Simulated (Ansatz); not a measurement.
# SnSe2 (P-3m1): how G0W0 depends on its starting point, part 2 of 2

How much of the starting functional survives in the G0W0 gap of SnSe2 (P-3m1)?

Ansatz 0.2.0; G0W0 on several functionals, plane waves, PAW. Known limits of the many-body steps: not at the basis limit; no spin-orbit coupling; coarse k mesh.

So far. Step 4 (G0W0 on PBE): Against the run with 6×6×4 mesh, 175 empty bands, screening to 100 eV, PAW set soft_1 files on PBEsol, the gap moves by +0.03 eV, while the start moved by +0.06 eV. Step 5 (G0W0 on HSE06): Against the run with 6×6×4 mesh, 175 empty bands, screening to 100 eV, PAW set soft_1 files on PBE, the gap moves by +0.31 eV, while the start moved by +0.60 eV.

In doubt: masses and optical values from hybrid runs of this build are listed as unsure (steps 5, 6, 7), which bears on the screening that GW takes from such a start.

## (6) G0W0 on PBE0

This step: G0W0 on PBE0, plane waves, PAW; PAW set soft_1.

input.yaml

```yaml
crystal:
  lattice:
    - [3.811, 0.0, 0.0]
    - [-1.9055, 3.3004228138, 0.0]
    - [0.0, 0.0, 6.136]
  atoms:
    - { symbol: Sn, position: [0.0, 0.0, 0.0] }
    - { symbol: Se, position: [0.3333333333, 0.6666666667, 0.2614399677] }
    - { symbol: Se, position: [0.6666666667, 0.3333333333, 0.7385600323] }
kpoints:
  mp_grid: { grid: [6, 6, 4] }
hamiltonian:
  xc: pbe0
  pseudopotentials: { kind: paw, azcp: { folder: soft_1 } }
scf:
  occupations: { method: fixed }
gw:
  n_empty_bands: 175
  ecut_chi: 100
  qp_bands: [v2, c2]
  qp_kpoints: band_edges
  screening: { model: contour_deformation }
```

Started as:

```console
$ ansatz run input.yaml --threads 2 --pin off --max-ram 92160MiB --backend cuda --events-out ev --progress --plain --runs-dir out --devices 1 --max-vram 13GiB
```

Numbers of over 12 decimals in the logs are rounded to 6 here.

Output:

```text
GPUs: using 1 of 1 available (devices: 1).
[...]
GPU FFT provider: cuFFT
GPU libraries: cuBLAS 13.8.2, cuFFT 12.4.0, cuSOLVER 12.3.4
Crystal: 3 atoms, lattice volume = 77.178 Å³
Basis set: ecut = 420 eV, 1485 PW (Γ)
Bands: 28, of which v1, the nominal top of the filled ones, is band 23 counted from 1 (22 counted from 0)
Symmetry: 12 space group operations
[...]
k-points: 24 of 144
[...]
1    24     10.3975   -11.8688    -3.2390   -15.0463  0.8082    10.3361    10.3361  root
     1    25     11.6846    -8.1656    -3.7975   -11.7745  0.8154    11.4964    11.4960  root
[...]
23    22      6.6392   -17.4244     1.5815   -16.0310  0.7811     6.8269     6.8274  root
    23    23      6.6392   -17.4244     1.5815   -16.0310  0.7811     6.8269     6.8274  root
    23    24     10.8663   -11.5964    -3.5510   -15.0351  0.7844    10.7541    10.7539  root
    23    25     12.9235    -7.6910    -3.8980   -11.3418  0.8061    12.6766    12.6763  root
[key lines of the parts left out:]
Free energy (F): -16969.656168 eV
Fermi energy:    7.061434 eV
```

It took 52 s on 1 × NVIDIA H100 80GB HBM3 (shared by 6 runs) with 2 threads of AMD EPYC 7R13 (Zen 3), shared host; peak memory 1.8 GiB; 68 s of CPU time.

This step gave:

| Item | Value |
| --- | --- |
| bands summed | 198 |
| RPA ε∞ on this mesh (eigenvalues) | 6.161, 8.053, 8.053 |
| plane waves in the screening matrix | 161 |
| G0W0 gap on the mesh | 1.630 eV |
| k of the valence top | 0, 0.1667, -0.25 |
| k of the conduction bottom | 0, -0.5, -0.5 |
| starting gap on the mesh | 1.940 eV |
| least direct G0W0 gap on the computed points | 2.191 eV |

Against the run with 6×6×4 mesh, 175 empty bands, screening to 100 eV, PAW set soft_1 files on HSE06, the gap moves by +0.16 eV, while the start moved by +0.64 eV.

## (7) G0W0 on Hartree-Fock

This step: G0W0 on Hartree-Fock, plane waves, PAW; PAW set soft_1.

Changes to input.yaml since step 6:

```diff
@@ -12,3 +12,3 @@
 hamiltonian:
-  xc: pbe0
+  xc: hf
   pseudopotentials: { kind: paw, azcp: { folder: soft_1 } }
```

Output:

```text
GPUs: using 1 of 1 available (devices: 1).
[...]
GPU FFT provider: cuFFT
GPU libraries: cuBLAS 13.8.2, cuFFT 12.4.0, cuSOLVER 12.3.4
Crystal: 3 atoms, lattice volume = 77.178 Å³
Basis set: ecut = 420 eV, 1485 PW (Γ)
Bands: 28, of which v1, the nominal top of the filled ones, is band 23 counted from 1 (22 counted from 0)
Symmetry: 12 space group operations
[...]
k-points: 24 of 144
[...]
1    24     14.0196   -10.8893    -2.9337   -10.9225  0.8813    11.1422    11.1191  root
     1    25     15.4403    -7.4876    -3.0982    -7.5152  0.8841    12.3987    12.3697  root
[...]
23    22      5.1003   -17.5475     1.3233   -17.5290  0.8677     6.3987     6.4052  root
    23    23      5.1003   -17.5475     1.3233   -17.5290  0.8677     6.3987     6.4052  root
    23    24     14.5538   -10.7746    -2.9422   -10.7808  0.8727    11.6455    11.6178  root
    23    25     16.7257    -7.0049    -3.0893    -7.0178  0.8798    13.6823    13.6493  root
[key lines of the parts left out:]
Free energy (F): -16824.892729 eV
Fermi energy:    5.703249 eV
```

Run time: 55 s. Hardware: 1 × NVIDIA H100 80GB HBM3 (shared by 6 runs) with 2 threads; peak memory 1.8 GiB.

Numbers from this step:

```yaml
bands_summed: 198
rpa_eps_infinity_on_this_mesh_eigenvalues: 3.215, 3.717, 3.717
plane_waves_in_the_screening_matrix: 161
g0w0_gap_on_the_mesh: 2.713 eV
k_of_the_valence_top: 0, 0.1667, -0.25
k_of_the_conduction_bottom: 0, -0.5, -0.5
starting_gap_on_the_mesh: 6.521 eV
least_direct_g0w0_gap_on_the_computed_points: 3.288 eV
```

Against the run with 6×6×4 mesh, 175 empty bands, screening to 100 eV, PAW set soft_1 files on PBE0, the gap moves by +1.08 eV, while the start moved by +4.58 eV.

## (8) The starts together

All on the 6×6×4 mesh with 175 empty bands and screening to 100 eV. Times are wall times on 1 × NVIDIA H100 80GB HBM3 (shared by 6 runs) with 2 threads of AMD EPYC 7R13 (Zen 3), shared host, good to a factor of about two.

```tsv
start	starting gap (eV)	shift (eV)	G0W0 gap (eV)	RPA ε∞ (harmonic mean)	Z (valence, conduction)	time
LDA	0.57	+0.49	1.07	15.69	0.72, 0.75	28 s
PBEsol	0.64	+0.48	1.12	14.22	0.73, 0.75	26 s
PBE	0.70	+0.46	1.16	13.07	0.73, 0.75	35 s
HSE06	1.30	+0.17	1.47	8.58	0.77, 0.79	58 s
PBE0	1.94	−0.31	1.63	7.31	0.79, 0.81	52 s
Hartree-Fock	6.52	−3.81	2.71	3.53	0.87, 0.88	55 s
```

The parts of the quasiparticle energy at the two band edges (eV; QP = start + Σx + Σc − Vxc):

```tsv
run	edge	start	Σx	Σc	Vxc	Z	QP
LDA	valence top	7.60	-17.54	1.49	-15.91	0.72	7.47
LDA	conduction bottom	8.18	-11.78	-2.76	-14.89	0.75	8.54
PBEsol	valence top	7.77	-17.51	1.55	-15.67	0.73	7.49
PBEsol	conduction bottom	8.41	-11.63	-2.76	-14.59	0.75	8.61
PBE	valence top	7.89	-17.55	1.59	-15.60	0.73	7.54
PBE	conduction bottom	8.59	-11.60	-2.76	-14.46	0.75	8.70
HSE06	valence top	7.40	-17.54	1.48	-16.01	0.77	7.35
HSE06	conduction bottom	8.70	-11.04	-2.94	-14.11	0.79	8.82
```

For a hybrid start, Vxc holds its share of exact exchange.

## (9) Results

* G0W0@LDA: 1.07 eV (start 0.57 eV)
* G0W0@PBEsol: 1.12 eV (start 0.64 eV)
* G0W0@PBE: 1.16 eV (start 0.70 eV)
* G0W0@HSE06: 1.47 eV (start 1.30 eV)
* G0W0@PBE0: 1.63 eV (start 1.94 eV)
* G0W0@Hartree-Fock: 2.71 eV (start 6.52 eV)
* known limits: not at the basis limit; no spin-orbit coupling; coarse k mesh

**Reading.** The starting gaps span 5.95 eV and the G0W0 gaps 1.65 eV. Between LDA and Hartree-Fock, 1.65 eV of the 5.95 eV survives, 28 %. Hartree-Fock screens less than LDA (ε∞ 3.53 against 15.69). Of the 1.65 eV by which its G0W0 gap is higher, the correlation part gives +0.38 eV, and exchange with the one-particle terms, which follow the orbitals, +1.26 eV. On PBE0 and Hartree-Fock the correction is negative: that start lies above its own G0W0 value. The smallest correction, +0.17 eV, is on HSE06, the start nearest to reproducing itself. Bands and cutoff are finite, so the gap is not at the basis limit. The miss can reach some tenths of an eV and take either sign; the mesh is an error of its own. The 6×6×4 mesh is coarse for this cell (its supercell is 23 Å along the shortest edge). The RPA ε∞ on it, from the LDA start, is 13.58 and 17.01; such meshes misread the long-range screening, most where the gap is narrow. The program warns that the mesh is coarse for exact exchange, which bears on the hybrid start's gap. The many-body steps are scalar-relativistic: spin-orbit coupling is not in them.

[Paths, hosts, dates, memory and timing lines, banners, echoed tables and standing remarks are left out of the program output.]

[Logs are printed without paths, hosts, clocks, repeated set-up lines and the standing remarks that a program may print on its own settings, such as how far it seeks lower states.]

[Runs of the session that timed out or met a known fault of the program may be left out.]

[Cells called generated may have been cut or substituted from an entry of the Crystallography Open Database or the Materials Project.]

[Hosts, paths, dates, database ids (printed as entryN), source tags and the programs' standing remarks are cut or masked in the printed files.]
